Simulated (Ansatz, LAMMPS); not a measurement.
# Elastic response of glassy 72SiO2-17Al2O3-6BaO-6ZnO (mol %) (116 atoms), part 3 of 5

How stiff is glassy 72SiO2-17Al2O3-6BaO-6ZnO (mol %) (116 atoms), and how do its levels respond to strain?

Ansatz 0.2.0; Kohn-Sham DFT, revPBE, PAW (set soft_2), plane waves.

The cell: 26 Si, 12 Al, 2 Ba, 2 Zn and 74 O. The quench rate of 50 K/ps far exceeds what a furnace or splat quench reaches. The starting topology of bonds comes from the classical model. Only the Γ point is sampled. The levels lack spin–orbit coupling.

So far. Step 2 (Single point at the start): The r.m.s. force at the start is 1.4 eV/Å. Step 3 (Cell and atoms relaxed): The relaxation converged after 43 steps, with a largest force component of 0.021 eV/Å.

### 4. Single point at the relaxed geometry

One more single point at the end of the walk gives the fuller output and checks the residual forces.

input.yaml

```yaml
crystal:
  lattice:
    - [11.50926, -0.13371, -0.18328]
    - [-0.13371, 11.7113, 0.29939]
    - [-0.18328, 0.29939, 11.3178]
  atoms:
    - { symbol: Si, position: [0.38894, 0.91051, 0.76043] }
    - { symbol: Si, position: [0.37411, 0.51804, 0.98799] }
    - { symbol: Si, position: [0.72237, 0.93495, 0.65331] }
    - { symbol: Si, position: [0.27242, 0.75761, 0.05741] }
    - { symbol: Si, position: [0.95624, 0.47343, 0.92275] }
    - { symbol: Si, position: [0.95888, 0.50638, 0.47417] }
    [... 104 atom lines left out ...]
    - { symbol: O, position: [0.48375, 0.95808, 0.21268] }
    - { symbol: O, position: [0.88689, 0.98985, 0.37888] }
    - { symbol: O, position: [0.38082, 0.90748, 0.61481] }
    - { symbol: O, position: [0.72194, 0.86085, 0.28779] }
    - { symbol: O, position: [0.47866, 0.42214, 0.59378] }
    - { symbol: O, position: [0.07346, 0.58173, 0.52056] }
kpoints:
  mp_grid: { grid: [1, 1, 1] }
hamiltonian:
  xc: revpbe
scf:
  occupations: { method: fixed }
output:
  forces: true
  stress: true
  populations: true
  dos:
    method: { smearing: { sigma: 0.08 } }
    de: 0.1
    projected: { site_lists: { Al: [Al], Ba: [Ba], O: [O], Si: [Si], Zn: [Zn] } }
  eigenvalues: true
  write_density: true
  write_potential: true
  volumetric_format: npy
  elf: true
```

Command:

```sh
$ ansatz run input.yaml --threads 4 --pin off --max-ram 8192MiB --backend cpu --events-out ev --progress --plain --runs-dir out
```

Standard output:

```text
[...]
Crystal: 116 atoms, lattice volume = 1523.895 Å³
Basis set: ecut = 420 eV, 29811 PW (Γ), exchange–correlation on 160×160×160 points (8 copies of the dense FFT grid, shifted against one another)
Bands: 430, of which v1, the nominal top of the filled ones, is band 314 counted from 1 (313 counted from 0)
Symmetry: 1 space group operations
[...]
k-points: 1
[...]
SCF iter   1: F=—  HF=-83834.838547 eV  |F-HF|=—  |Δ(HF+E_count)|=         —  Δρ=3.45e-3  dr2=2.28e-1  ethr=1.77e-3  ⟨swp⟩=4.0  Hψ=1676  notcnv=0  defer=113
[...]
SCF iter  10: F=-83834.827785 eV  HF=-83834.827785 eV  |F-HF|=3.13e-8  |Δ(HF+E_count)|=   2.10e-9  Δρ=1.30e-6  dr2=2.46e-8  ethr=1.59e-11  ⟨swp⟩=25.0  Hψ=4495  notcnv=0
SCF 1 converged in 10 iterations: F = -83834.827785 eV  dr2 = 2.46e-8
[...]
SCF converged after 10 iterations
Free energy (F): -83834.827785 eV
[...]
Internal energy: -83834.827785 eV  (E = F + TS)
E sigma→0 (E₀):  -83834.827785 eV
Fermi energy:    4.091924 eV
[...]
--- Forces (eV/Å), atoms counted from 1 ---
  atom   1  Si    -0.01436144     0.00416009     0.00320198
  atom   2  Si     0.01865205    -0.00307527    -0.01799256
  atom   3  Si     0.00306790    -0.00765597     0.00156367
  atom   4  Si    -0.01123070     0.00814110    -0.00493360
  atom   5  Si    -0.00951616     0.00598232    -0.00234229
  atom   6  Si     0.00733918     0.00914292     0.00935524
  atom   7  Si     0.00753584    -0.00559376    -0.00022632
  atom   8  Si     0.00704881    -0.00883749    -0.01293457
  atom   9  Si     0.00877206    -0.00097443     0.00578694
  atom  10  Si     0.00949797    -0.00260523    -0.00701379
  atom  11  Si    -0.01197976    -0.01154928     0.00266906
  atom  12  Si     0.00232805     0.01227455    -0.00383419
  atom  13  Si    -0.00560393    -0.01851920    -0.00580419
  atom  14  Si    -0.01292710    -0.00187032     0.00360832
[...]
atom 115  O      0.00021092    -0.00214495     0.00207922
  atom 116  O     -0.00357796    -0.00477416    -0.01242114
  max |Σ_I F_I| component: 6.77e-5 eV/Å
--- Stress (GPa, compression-positive) ---
       -0.016459      -0.016393       0.000094
       -0.016396       0.002167       0.018448
        0.000107       0.018443      -0.011732
  P = ⅓ Tr σ = -0.0087 GPa (-0.087 kbar)
--- Band table (eV) ---
[...]
--- Löwdin populations: 116 sites ---
  site symbol       q [e]
     0     Si      2.2519
     1     Si      2.2635
     2     Si      2.2708
[...]
115      O      6.7866
  spilling = 0.011871 (of n_electrons = 628.000000)
```

Run time: 20 s. Hardware: 4 threads of Intel Xeon Platinum 8375C at 2.90GHz (Ice Lake), shared host; peak memory 2.3 GiB.

Numbers from this run:

```yaml
free_energy: -83834.8278 eV
free_energy_per_atom: -722.7140 eV/atom
scf_cycles: 10
pressure: -0.008675 GPa
r_m_s_force_component: 0.00648 eV/Å
longest_force: 0.0261 eV/Å
fermi_energy: 4.092 eV
spacing_of_highest_filled_and_lowest_empty_level: 3.505 eV
spilling_of_the_projection: 0.01187
```

Löwdin charges by element and coordination (they lack the spilled electrons, 0.064 e an atom on average):

```
element  coordination  atoms  mean charge (e)  spread   least    most
     Al           all     12             1.38  0.0282    1.30    1.42
     Al             4     11             1.39  0.0171    1.36    1.42
     Al             5      1             1.30       0    1.30    1.30
     Ba           all      2             1.91  0.0039    1.91    1.91
     Ba             7      1             1.91       0    1.91    1.91
     Ba             8      1             1.91       0    1.91    1.91
      O           all     74           -0.827  0.0508   -1.02  -0.747
      O             2     49           -0.813  0.0347  -0.976  -0.760
      O             3     24           -0.851  0.0648   -1.02  -0.747
      O             4      1           -0.912       0  -0.912  -0.912
     Si           all     26             1.74   0.024    1.67    1.80
     Zn           all      2             1.51  8.0e-4    1.51    1.51
     Zn             2      1             1.51       0    1.51    1.51
     Zn             4      1             1.51       0    1.51    1.51
```

States in the cell by windows of 1 eV, zero at the Fermi level; the larger projections on atomic orbitals stand beside the total:

```
from (eV)  to (eV)  total   O p  Si p   O s
      -18      -17   55.3   0.5   6.0  43.8
      -17      -16    6.5   0.1   0.7   5.2
      -16      -12    0.0   0.0   0.0   0.0
      -12      -11    6.0   0.2   0.0   0.0
      -11      -10    6.0   0.3   0.1   0.1
      -10       -9    8.6   5.6   0.4   0.4
       -9       -8   16.3  10.9   0.9   0.8
       -8       -7   18.1  12.6   1.5   0.8
       -7       -6   38.0  27.1   4.4   0.7
       -6       -5   59.7  37.2   5.6   0.9
       -5       -4   49.7  37.9   3.9   1.2
       -4       -3   68.0  58.5   3.3   1.8
       -3       -2   80.7  73.8   2.0   1.0
       -2       -1   87.0  82.1   1.4   0.7
       -1        0   36.8  35.3   0.4   0.2
        0        1    1.2   1.2   0.0   0.0
        1        3    0.0   0.0   0.0   0.0
        3        4    2.0   0.1   0.0   0.5
        4        5    4.0   0.6   0.3   0.6
```

The curve was stored every 0.10 eV, coarse against its broadening of 0.08 eV, so these counts are rough.

With fixed occupations the program's Fermi level is the highest filled level; weight inside the gap is the broadening of levels at its edges.

Between -26 and -18 eV lie 88 more states.

The levels nearest the highest filled one (over half full), pooled over k-points and spins:

```
level less the highest filled one (eV)  occupation
                                -0.577           2
                                -0.558           2
                                -0.548           2
                                -0.494           2
                                -0.415           2
                                     0           2
                                  3.51           0
                                  4.32           0
                                  4.75           0
                                  5.12           0
                                  5.24           0
                                  5.36           0
```

Valence density in the ac plane at fractional y = 0.145, with atoms of Si and Al and Ba and O within 0.2 Å of it. It is the smooth field of the valence electrons, not physical close to the nuclei.

Ten steps, logarithmic in the rise over the least value, from '_' (0.0 e/Å³) to '@' (6.2 e/Å³), each cell a mean:
```
==--........::::::::==##@@@@##++------++++++--....______..::--==
....____..--======----==******==--==**%%%%##++--................
______..--++******++------==--::::==**%%@@%%++--::::--====--::..
..__..::++****++****==::::------::--==++**++==::::--++####**==::
......::++****++****==::::::------::::::::::::..::==**%%@@##==::
------::==++******++--....::::::..................--++####++==--
**##**==::--====--::..__....::::::..................::--------==
@@@@%%++--::::----::......::==++==--::..::::::....____......--**
%%%%##++----==****++--::--++##%%##++--::::------::..______..--++
++++++==--==**%%@@##++--==++##%%##++--::::--====--..________..--
::--==----==**##%%##++----==++**++==::..::--==--::..__________..
--==++++==--==========::::====--::::....::::::::..____________..
==##%%##++--::..::::--==++++==--........::::....______________::
++##%%%%++::..____..::==++**++==::......::::::..........____..::
--++**++--..________..--==++++--::....::--==----::::::::......::
::::::::..____________..::------::..::--++****==--------::......
______________________..::------::::::==**##**==--::----::..____
____________________..::==++++==--::::--==++==--::........______
______________......::--++****++--::....::::::..........________
......______....::..::--++++++==::..____________........______..
----::....::::::::....::------::..______________............::--
##++--::::--====--....::----::..__________________......::==**%%
@@##==::::======--::--++****++--..____________________..::++%%@@
%%**--::::------::::==##@@@@##==::......::....________..::==##%%
```
Columns run along a (11.5 Å), rows up along c (11.3 Å). Atoms in or near the plane, at fractional coordinates: Si at (0.37, 0.52), Si at (0.49, 0.88), Al at (0.31, 0.12), Ba at (0.22, 0.82), O at (0.98, 0.05), O at (0.40, 0.99).

ELF in the ac plane at fractional y = 0.145, with atoms of Si and Al and Ba and O within 0.2 Å of it. It is the smooth field of the valence electrons, not physical close to the nuclei.

Ten even steps from '0' (0.00) to '9' (0.85), each cell a mean:
```
86200111016987983268985100000368
21001466522689841599898410000001
00017999983134221599899512456530
00039941597112211368886215899973
00039931597112321122221027988972
35314999994001110000000014899731
89951355420000111000111001465215
87983012331014687520111100010149
98973269985137999950024431000169
78742699898248989950037764100136
23211689998225877630035653100001
47874246773122322110111110000001
79998311221367631001110000000014
89899510002689873000111000110004
79997400002578873101244312332002
35653100000133331014689622554100
00000000000012331125899622443100
00000000001368985114787410111000
00000001112689996201332100000000
10000001101588874100000012310001
64201222100134321000000024410146
98512566300133100000000001101589
79513788513799751000000000003895
99412565216988983013431000003798
```
Columns run along a (11.5 Å), rows up along c (11.3 Å). Atoms in or near the plane, at fractional coordinates: Si at (0.37, 0.52), Si at (0.49, 0.88), Al at (0.31, 0.12), Ba at (0.22, 0.82), O at (0.98, 0.05), O at (0.40, 0.99).

Between filled and empty levels lie 3.51 eV (at Γ alone); a semilocal functional tends to put such gaps too low. In a disordered cell it changes from sample to sample, and tail or defect levels can set it. Mean Löwdin charges: Al +1.38, Ba +1.91, O -0.83, Si +1.74, Zn +1.51 e (they miss 1.2 % of the electrons, so they add up to more than the cell's charge).

### 5. Volume -3 %

The relaxed cell is scaled evenly and the atoms are relaxed again; the stress at the end gives one point of P(V).

input.yaml, the sections that differ from step 4:

```yaml
crystal:
  lattice:
    - [11.393, -0.13236, -0.18143]
    - [-0.13236, 11.593, 0.29637]
    - [-0.18143, 0.29637, 11.20347]
  atoms:
    [... the 116 atom lines of step 4 ...]
output:
  forces: true
  eigenvalues: true
  stress: true
relax:
  f_tol: 0.05
  max_steps: 70
# kpoints, hamiltonian, scf: as in step 4
```

Standard output:

```text
Warning: output.stress: scf.convergence.dr2_threshold = 1e-7 eV (the SCF's general default) is looser than the 1.08e-8 eV advised for a printed stress (1e-10 eV for each atom of the cell: 116, of which 108 are counted). What an SCF threshold leaves in a stress goes as its square root, and in the free energy as the threshold itself, and one threshold admits the most on a small cell: [...]
[...]
Crystal: 116 atoms, lattice volume = 1478.179 Å³
Basis set: ecut = 420 eV, 28899 PW (Γ), exchange–correlation on 160×160×150 points (8 copies of the dense FFT grid, shifted against one another)
Bands: 430, of which v1, the nominal top of the filled ones, is band 314 counted from 1 (313 counted from 0)
Symmetry: 1 space group operations
[...]
k-points: 1
[...]
SCF iter   1: F=—  HF=-83834.107939 eV  |F-HF|=—  |Δ(HF+E_count)|=         —  Δρ=3.52e-3  dr2=2.27e-1  ethr=1.77e-3  ⟨swp⟩=4.0  Hψ=1671  notcnv=0  defer=113
[...]
SCF iter   7: F=-83834.098041 eV  HF=-83834.098034 eV  |F-HF|=7.47e-6  |Δ(HF+E_count)|=   4.91e-5  Δρ=2.28e-5  dr2=9.30e-6  ethr=9.95e-9  ⟨swp⟩=20.0  Hψ=3163  notcnv=0
SCF 1 converged in 7 iterations: F = -83834.098041 eV  dr2 = 9.30e-6
[...]
relax step   1: F+E_penalty+E_count = -83834.09804129 eV  Δ(F+E_penalty+E_count) = +0.000e0 eV  max|allowed force component| = 5.075e-1 eV/Å  Δτ_max = 0.0000 Å  (7 SCF iters, dr2 threshold 6.25e-5 eV, accepted)
[...]
relax step   2: F+E_penalty+E_count = -83834.30890092 eV  Δ(F+E_penalty+E_count) = -2.109e-1 eV  max|allowed force component| = 3.070e-1 eV/Å  Δτ_max = 0.0638 Å  (6 SCF iters, dr2 threshold 1.61e-5 eV, accepted)
[...]
relax step   3: F+E_penalty+E_count = -83834.38927393 eV  Δ(F+E_penalty+E_count) = -8.037e-2 eV  max|allowed force component| = 5.716e-1 eV/Å  Δτ_max = 0.1434 Å  (8 SCF iters, dr2 threshold 5.89e-6 eV, accepted)
relax step   4: F+E_penalty+E_count = -83833.89033264 eV  Δ(F+E_penalty+E_count) = +4.989e-1 eV  max|allowed force component| = 1.510e0 eV/Å  Δτ_max = 0.2000 Å  (8 SCF iters, dr2 threshold 1.00e-4 eV, rejected (line search))
relax step   5: F+E_penalty+E_count = -83834.48238689 eV  Δ(F+E_penalty+E_count) = -9.311e-2 eV  max|allowed force component| = 9.698e-2 eV/Å  Δτ_max = 0.0974 Å  (11 SCF iters, accepted)
relax step   6: F+E_penalty+E_count = -83834.47244901 eV  Δ(F+E_penalty+E_count) = +9.938e-3 eV  max|allowed force component| = 2.408e-1 eV/Å  Δτ_max = 0.1000 Å  (10 SCF iters, rejected (line search))
relax step   7: F+E_penalty+E_count = -83834.50384949 eV  Δ(F+E_penalty+E_count) = -2.146e-2 eV  max|allowed force component| = 5.524e-2 eV/Å  Δτ_max = 0.0498 Å  (9 SCF iters, accepted)
relax step   8: F+E_penalty+E_count = -83834.51288309 eV  Δ(F+E_penalty+E_count) = -9.034e-3 eV  max|allowed force component| = 3.674e-2 eV/Å  Δτ_max = 0.0500 Å  (8 SCF iters, accepted)
[...]
relax step   9: F+E_penalty+E_count = -83834.51620585 eV  Δ(F+E_penalty+E_count) = -3.323e-3 eV  max|allowed force component| = 3.530e-2 eV/Å  Δτ_max = 0.0672 Å  (9 SCF iters, accepted)
SCF converged after 9 iterations
Free energy (F): -83834.516206 eV
[...]
Internal energy: -83834.516206 eV  (E = F + TS)
E sigma→0 (E₀):  -83834.516206 eV
Fermi energy:    4.414219 eV
[...]
--- Forces (eV/Å), atoms counted from 1 ---
  atom   1  Si    -0.00739923    -0.00266140     0.01220878
  atom   2  Si     0.00457721    -0.01500980     0.00746278
  atom   3  Si     0.00168348     0.00869796    -0.00592504
  atom   4  Si     0.01015292     0.00348836    -0.01138005
  atom   5  Si     0.00300647    -0.00335856    -0.01062641
  atom   6  Si    -0.01264510    -0.00138319     0.01053312
  atom   7  Si     0.00069907     0.00299919     0.00560849
  atom   8  Si    -0.00184958    -0.00583179    -0.00645481
  atom   9  Si    -0.00686047    -0.00626419     0.00657957
  atom  10  Si    -0.00547545    -0.00104583     0.00439339
  atom  11  Si     0.01545927     0.01876189     0.02629129
  atom  12  Si     0.00684711     0.02521075    -0.00391278
  atom  13  Si     0.02329125     0.01053404    -0.00808969
  atom  14  Si    -0.02011534     0.00304499     0.01296641
[...]
atom 115  O     -0.00984211     0.00237943     0.00480477
  atom 116  O      0.00720793     0.01520476    -0.02081571
  max |Σ_I F_I| component: 4.90e-5 eV/Å
--- Stress (GPa, compression-positive) ---
        2.135012       0.010064      -0.056401
        0.010060       1.784388      -0.196554
       -0.056389      -0.196562       2.354657
  P = ⅓ Tr σ = 2.0914 GPa (20.914 kbar)
--- Band table (eV) ---
[...]
--- Relaxed structure (9 steps of the walk, 7 accepted, 0 SCFs on fresh bases) ---
  F+E_penalty+E_count = -83834.51620585 eV   max|allowed force component| = 3.530e-2 eV/Å
  atoms:
    - { symbol: Si, position: [0.390908, 0.907622, 0.761201] }
    - { symbol: Si, position: [0.376229, 0.513809, 0.984640] }
    - { symbol: Si, position: [0.720084, 0.936116, 0.649176] }
    - { symbol: Si, position: [0.273650, 0.757313, 0.055247] }
[...]
- { symbol: O, position: [0.069249, 0.579913, 0.532166] }
```

Run time: 2.1 min. Hardware: 4 threads; peak memory 2.3 GiB.

The program notes that the SCF threshold is loose for the stress.

The relaxation converged after 9 steps, 0.418 eV below its start, with a largest force component of 0.035 eV/Å.

Volume -3 %: the energy stands 0.312 eV above that of the reference, at a pressure of 2.09 GPa.

(Continued in part 4 of 5.)

[Long decimals in the printed logs are rounded to 6 places.]

[Logs are printed without paths, hosts, clocks, repeated set-up lines and the standing remarks that a program may print on its own settings, such as how far it seeks lower states.]

[Hosts, paths, dates, database ids (printed as entryN), source tags and the programs' standing remarks are cut or masked in the printed files.]
